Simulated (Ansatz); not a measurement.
# A hypothetical structure for BiP, part 2 of 2

Starting from a made-up structure for BiP, the aim is the relaxed cell, its shortest contacts and, where a second run follows, its electronic structure.

Ansatz 0.2.0; DFT, PBE, plane-wave PAW, files of the set soft_1, scalar-relativistic, no spin, cell and ions relaxed at zero pressure; PAW set soft_1 (the session's first sound run).

So far: Set-up; Relaxation of the guess. The relaxed cell has a = 5.850 Å (conventional setting).

## Step 3: Bands of the relaxed cell

With the geometry fixed, one more self-consistent run, with a narrower smearing and the mesh shown in its input, gives the bands, and its pressure, and its forces where symmetry allows any, show how far the geometry depends on these settings.

This step: DFT, PBE, plane-wave PAW, files of the set soft_1, scalar-relativistic, no spin, bands and density of states at the relaxed cell; PAW set soft_1 (Ansatz 0.2.0).

input.yaml reads:

```yaml
crystal:
  lattice:
    - [0.0, 2.9249873495, 2.9249873495]
    - [2.9249873495, 0.0, 2.9249873495]
    - [2.9249873495, 2.9249873495, 0.0]
  atoms:
    - { symbol: Bi, position: [0.5, 0.5, 0.5] }
    - { symbol: P, position: [0.0, 0.0, 0.0] }
kpoints:
  mp_grid: { grid: [10, 10, 10] }
  band_path:
    path:
      - [[0.0, 0.0, 0.0], [0.5, 0.0, 0.5], [0.5, 0.25, 0.75], [0.375, 0.375, 0.75], [0.0, 0.0, 0.0], [0.5, 0.5, 0.5], [0.625, 0.25, 0.625], [0.5, 0.25, 0.75], [0.5, 0.5, 0.5], [0.375, 0.375, 0.75]]
      - [[0.625, 0.25, 0.625], [0.5, 0.0, 0.5]]
    npoints: 8
scf:
  occupations: { method: fermi_dirac, width: 0.03 }
  n_extra_bands: 6
hamiltonian:
  xc: pbe
  pseudopotentials: { kind: paw, azcp: { folder: soft_1 } }
output:
  forces: true
  stress: true
  write_bands: true
  dos: { projected: true }
  write_density: true
  write_potential: true
  elf: true
  volumetric_format: npy
```

On the command line:

```bash
$ ansatz run input.yaml --threads 4 --pin off --max-ram 8192MiB --backend cpu --events-out ev --progress --plain --runs-dir out
```

Numbers of over 12 decimals in the logs are rounded to 6 here.

What it wrote:

```text
[...]
Crystal: 2 atoms, lattice volume = 50.050 Å³
Basis set: ecut = 420 eV, 941 PW (Γ), exchange–correlation on 60×60×60 points (8 copies of the dense FFT grid, shifted against one another)
Bands: 16, of which v1, the nominal top of the filled ones, is band 10 counted from 1 (9 counted from 0)
Symmetry: 48 space group operations
[...]
k-points: 47 of 1000
[...]
SCF iter   1: F=—  HF=-13154.961107 eV  |F-HF|=—  |Δ(HF+E_count)|=         —  Δρ=3.09e-2  dr2=1.03e0  ethr=3.10e-3  ⟨swp⟩=6.5  Hψ=4713  notcnv=0
[...]
SCF iter   6: F=-13154.703550 eV  HF=-13154.703550 eV  |F-HF|=6.72e-8  |Δ(HF+E_count)|=   1.08e-5  Δρ=1.02e-5  dr2=2.63e-8  ethr=5.00e-10  ⟨swp⟩=15.5  Hψ=6962  notcnv=0
SCF 1 converged in 6 iterations: F = -13154.703550 eV  dr2 = 2.63e-8
[...]
NSCF: frozen V_eff on 82 k-points
SCF converged after 6 iterations
Free energy (F): -13154.703550 eV
[...]
Internal energy: -13154.703011 eV  (E = F + TS)
E sigma→0 (E₀):  -13154.703281 eV
Entropy (-TS):   -0.000539 eV (-0.269 meV/atom)
Fermi energy:    10.030078 eV
[...]
--- Stress (GPa, compression-positive) ---
       -0.018488       0.000000       0.000000
       -0.000000      -0.018488      -0.000000
        0.000000       0.000000      -0.018488
  P = ⅓ Tr σ = -0.0185 GPa (-0.185 kbar)
--- Band table (eV; the first three rows and the last of 47) ---
  k-point 0: bands = [... 6 lower, 4.3384, 8.2916, 8.2916, 8.2916, 13.9508, 13.9508, 13.9508, 15.5673, ... 2 higher]
  k-point 1: bands = [... 6 lower, 3.8961, 8.3201, 8.3201, 8.5233, 13.3415, 13.3860, 13.3860, 15.5228, ... 2 higher]
  k-point 2: bands = [... 6 lower, 2.8620, 8.4174, 8.4174, 8.9527, 12.2928, 12.3359, 12.3359, 15.7013, ... 2 higher]
  k-point 46: bands = [... 6 lower, 0.5172, 4.6943, 5.3480, 8.9855, 11.6596, 14.4040, 15.6570, 16.5798, ... 2 higher]
```

Run time: 0.81 s. Hardware: 4 threads of Intel Xeon Platinum 8488C (Sapphire Rapids), shared host; peak memory 0.4 GiB; 2.6 s of CPU time.

Numbers from this step:

- free energy: -13154.7035 eV
- energy at zero smearing: -13154.7033 eV
- smearing term TS: 5.39e-4 eV
- Fermi energy: 10.03 eV
- gap by band count: 0.04246 eV
- pressure: -0.01849 GPa

From bands.tsv. The electronic bands at the labelled points (eV, zero at the valence top; v1 is the highest filled band, c1 the lowest empty one):

```
    point      v4     v3     v2     v1    c1    c2    c3    c4
        Γ   -5.69  -1.73  -1.73  -1.73  3.93  3.93  3.93  5.54
  halfway   -7.49  -2.85  -2.85  -2.08  2.40  3.54  4.41  4.41
        X   -8.38  -5.93  -3.69  -3.69  2.62  5.59  5.59  6.82
  halfway   -9.00  -5.69  -4.16  -2.48  3.42  3.50  5.95  6.33
        W   -9.65  -5.02  -5.02  -0.30  0.82  5.04  5.04  7.17
  halfway   -9.58  -5.34  -4.26  -1.42  1.96  4.29  5.70  5.98
        K   -9.55  -5.45  -3.08  -2.83  3.42  3.51  5.03  5.95
  halfway   -8.19  -3.30  -0.75  -0.09  0.55  0.60  4.01  6.29
        Γ   -5.69  -1.73  -1.73  -1.73  3.93  3.93  3.93  5.54
  halfway   -7.77  -1.52  -1.52  -0.88  1.77  1.78  1.78  5.97
        L  -10.42  -0.91  -0.91   0.00  0.04  0.06  0.06  8.86
  halfway  -10.16  -3.69  -2.13  -1.79  1.69  1.88  3.71  6.81
        U   -9.55  -5.45  -3.08  -2.83  3.42  3.51  5.03  5.95
  halfway   -9.58  -5.34  -4.26  -1.42  1.96  4.29  5.70  5.98
        W   -9.65  -5.02  -5.02  -0.30  0.82  5.04  5.04  7.17
  halfway  -10.08  -3.63  -3.57  -0.47  0.38  3.37  3.92  6.90
        L  -10.42  -0.91  -0.91   0.00  0.04  0.06  0.06  8.86
  halfway  -10.16  -3.69  -2.13  -1.79  1.69  1.88  3.71  6.81
        K   -9.55  -5.45  -3.08  -2.83  3.42  3.51  5.03  5.95
jump to U   -9.55  -5.45  -3.08  -2.83  3.42  3.51  5.03  5.95
  halfway   -8.75  -5.81  -3.54  -3.43  3.03  4.88  5.16  6.57
        X   -8.38  -5.93  -3.69  -3.69  2.62  5.59  5.59  6.82
```

The electronic bands as a text plot (rows in eV, shown from -8.0 to 5.5 only):

```
    5.3 |++    ++ +  ++ +++     +++++         ++ +++        ++ ++
    4.7 |  +  +      ++    +                 +   +  +         ++
    4.1 |++++++    +   ++   ++   ++             +   ++        +
    3.6 |    +      +    +    ++++ +        +  +     +     +  +
    3.0 | +   ++   +    + +         +         +       +   + ++ +
    2.4 |    +  +++ +     +     +    +       +  +     +     +   +
    1.9 |              +   +          +    ++              +
    1.3 |  ++        +     ++ ++       +         +        +
    0.7 |             +     ++          + ++      +++  + +
    0.2 |                    *           ++          +++++
   -0.4 |  **         *       **       ****       ****** *
   -0.9 |            *      *****    ** ****     *      **
   -1.5 |**            *   *    ********  **           * **
   -2.1 | ** *      *   * **    **         ***  *         **
   -2.6 |   **           **   **             ***      *     **
   -3.2 |     **   *     *   *                 *      *   *   **
   -3.8 |     * ****    *   *               *   *    *     *   **
   -4.3 |           *  *   *                 *      *
   -4.9 |      *     **   *                      ***        *
   -5.5 |*      *   ** ***        *           ****           **
   -6.0 | *      ***             * *                           **
   -6.6 |  *                    *   *
   -7.2 |   *                 **     *
   -7.7 |    **                       *
         Γ       X    W  K        Γ      L     U  W     L   K|U X
```

States per cell as run, both spins, in windows of 1 eV, from dos.tsv (zero at the valence-band top):

```
from  to  total
  -8  -7   0.21
  -7  -6   0.07
  -6  -5   0.29
  -5  -4   0.77
  -4  -3   1.34
  -3  -2   1.41
  -2  -1   1.39
  -1   0   0.80
   0   1   0.65
   1   2   1.21
   2   3   1.17
   3   4   1.56
   4   5   1.17
```

A further 13.7 states lie below the table's range.

ELF in the ac plane of the conventional cell at fractional y = 0.000, with atoms of Bi and P within 0.2 Å of it. It is the smooth field of the valence electrons, not physical close to the nuclei.

Values, 16 rows by 16 columns, each cell a mean:
```
0.13 0.52 0.81 0.64 0.38 0.39 0.33 0.17 0.16 0.25 0.40 0.36 0.50 0.77 0.70 0.25
0.67 0.78 0.76 0.52 0.31 0.36 0.40 0.33 0.31 0.38 0.39 0.31 0.40 0.67 0.79 0.70
0.79 0.73 0.58 0.32 0.19 0.26 0.36 0.39 0.40 0.38 0.31 0.21 0.24 0.47 0.67 0.77
0.52 0.45 0.31 0.16 0.11 0.19 0.31 0.38 0.39 0.35 0.25 0.14 0.12 0.24 0.40 0.50
0.37 0.34 0.26 0.16 0.16 0.32 0.52 0.64 0.66 0.59 0.42 0.22 0.14 0.21 0.31 0.36
0.39 0.40 0.36 0.26 0.31 0.58 0.76 0.81 0.80 0.79 0.68 0.42 0.25 0.31 0.39 0.40
0.21 0.32 0.40 0.34 0.45 0.73 0.78 0.52 0.42 0.67 0.79 0.59 0.35 0.38 0.38 0.25
0.18 0.21 0.39 0.37 0.52 0.79 0.67 0.13 0.05 0.42 0.80 0.66 0.39 0.40 0.31 0.16
0.16 0.25 0.40 0.36 0.50 0.77 0.70 0.25 0.13 0.52 0.81 0.64 0.38 0.39 0.33 0.17
0.31 0.38 0.39 0.31 0.40 0.67 0.79 0.70 0.67 0.78 0.76 0.52 0.31 0.36 0.40 0.33
0.40 0.38 0.31 0.21 0.24 0.47 0.67 0.77 0.79 0.73 0.58 0.32 0.19 0.26 0.36 0.39
0.39 0.35 0.25 0.14 0.12 0.24 0.40 0.50 0.52 0.45 0.31 0.16 0.11 0.19 0.31 0.38
0.66 0.59 0.42 0.22 0.14 0.21 0.31 0.36 0.37 0.34 0.26 0.16 0.16 0.32 0.52 0.64
0.80 0.79 0.68 0.42 0.25 0.31 0.39 0.40 0.39 0.40 0.36 0.26 0.31 0.58 0.76 0.81
0.42 0.67 0.79 0.59 0.35 0.38 0.38 0.25 0.21 0.32 0.40 0.34 0.45 0.73 0.78 0.52
0.05 0.42 0.80 0.66 0.39 0.40 0.31 0.16 0.18 0.21 0.39 0.37 0.52 0.79 0.67 0.13
```
Columns run along a (5.8 Å), rows up along c (5.8 Å), edges of the conventional cell, whose origin can differ from the input's. Atoms in or near the plane, at fractional coordinates: Bi at (0.50, 0.00), Bi at (0.00, 0.50), P at (0.00, 0.00), P at (0.50, 0.50).

Electrostatic potential energy in the ac plane of the conventional cell at fractional y = 0.000, with atoms of Bi and P within 0.2 Å of it. With pseudopotentials it is smooth inside the atoms' cores, unlike the true potential.

Values in eV, 16 rows by 16 columns, each cell a mean:
```
-39 -32  -5   8   7  -8 -34 -46 -47 -41 -20   3   9   4 -21 -38
-25 -12   5  10   9   1 -18 -34 -36 -27  -7   7  11   8  -3 -21
  2   6  10  12  11   8   1  -8 -10  -3   5  10  12  11   8   4
  9  10  11  12  12  11   9   7   7   8  10  12  12  12  11   9
  2   5   9  11  12  12  10   8   8   9  11  12  12  10   7   3
-23 -13   1   9  11  10   5  -5  -8   0   8  11  10   5  -7 -20
-44 -35 -13   5  10   6 -12 -32 -35 -23   0   9   8  -3 -27 -41
-48 -44 -23   2   9   2 -25 -39 -39 -35  -8   8   7 -10 -36 -47
-47 -41 -20   3   9   4 -21 -38 -39 -32  -5   8   7  -8 -34 -46
-36 -27  -7   7  11   8  -3 -21 -25 -12   5  10   9   1 -18 -34
-10  -3   5  10  12  11   8   4   2   6  10  12  11   8   1  -8
  7   8  10  12  12  12  11   9   9  10  11  12  12  11   9   7
  8   9  11  12  12  10   7   3   2   5   9  11  12  12  10   8
 -8   0   8  11  10   5  -7 -20 -23 -13   1   9  11  10   5  -5
-35 -23   0   9   8  -3 -27 -41 -44 -35 -13   5  10   6 -12 -32
-39 -35  -8   8   7 -10 -36 -47 -48 -44 -23   2   9   2 -25 -39
```
Columns run along a (5.8 Å; values clipped at the 3rd and 97th percentile), rows up along c (5.8 Å), edges of the conventional cell, whose origin can differ from the input's. Atoms in or near the plane, at fractional coordinates: Bi at (0.50, 0.00), Bi at (0.00, 0.50), P at (0.00, 0.00), P at (0.50, 0.50).

Valence density in the ac plane of the conventional cell at fractional y = 0.000, with atoms of Bi and P within 0.2 Å of it. It is the smooth field of the valence electrons, not physical close to the nuclei.

Ten even steps from '_' (0.1 e/Å³) to '@' (7.7 e/Å³), each cell a mean:
```
____________--##%%++..__________
____________..--==::____________
________________________________
________________________________
________________________________
::..__________________________..
**--..______________________::++
@@**::______________________==%%
%%++..______________________--##
==::________________________..--
________________________________
________________________________
________________________________
______________..::..____________
____________::++**--..__________
____________==%%@@**::__________
```
Columns run along a (5.8 Å), rows up along c (5.8 Å), edges of the conventional cell, whose origin can differ from the input's. Atoms in or near the plane, at fractional coordinates: Bi at (0.50, 0.00), Bi at (0.00, 0.50), P at (0.00, 0.00), P at (0.50, 0.50).

## Step 4: What came out

```json
{
 "space group, relaxed": "Fm-3m",
 "conventional cell": "a = 5.850, b = 5.850, c = 5.850 Å; α = 90.0°, β = 90.0°, γ = 90.0°",
 "volume per atom": "25.02 Å³ (guess 23.85)"
}
```

**Reading.** BiP relaxes to Fm-3m with a = 5.850, b = 5.850 and c = 5.850 Å. The guessed volume was 5 % too small. The space group Fm-3m was held in the relaxation, so the end point is a stationary structure within it and may be a saddle against distortions or other arrangements. It has a direct Kohn–Sham gap of 0.04 eV, which semilocal functionals understate. On the 10×10×10 mesh with the narrower smearing (relaxed on 8×8×8) the forces vanish, as symmetry may demand, and the largest stress component is 0.018 GPa, within the relaxation's thresholds of 0.015 eV/Å and 0.05 GPa. The cutoff wasn't tested. Spin-orbit coupling is left out, which can matter for elements this heavy. No dispersion term is used, so weakly bound directions may come out too long. Nothing here tests whether the compound is stable against decomposition.

[Logs are printed without paths, hosts, clocks, repeated set-up lines and the standing remarks that a program may print on its own settings, such as how far it seeks lower states.]

[Hosts, paths, dates, database ids (printed as entryN), source tags and the programs' standing remarks are cut or masked in the printed files.]
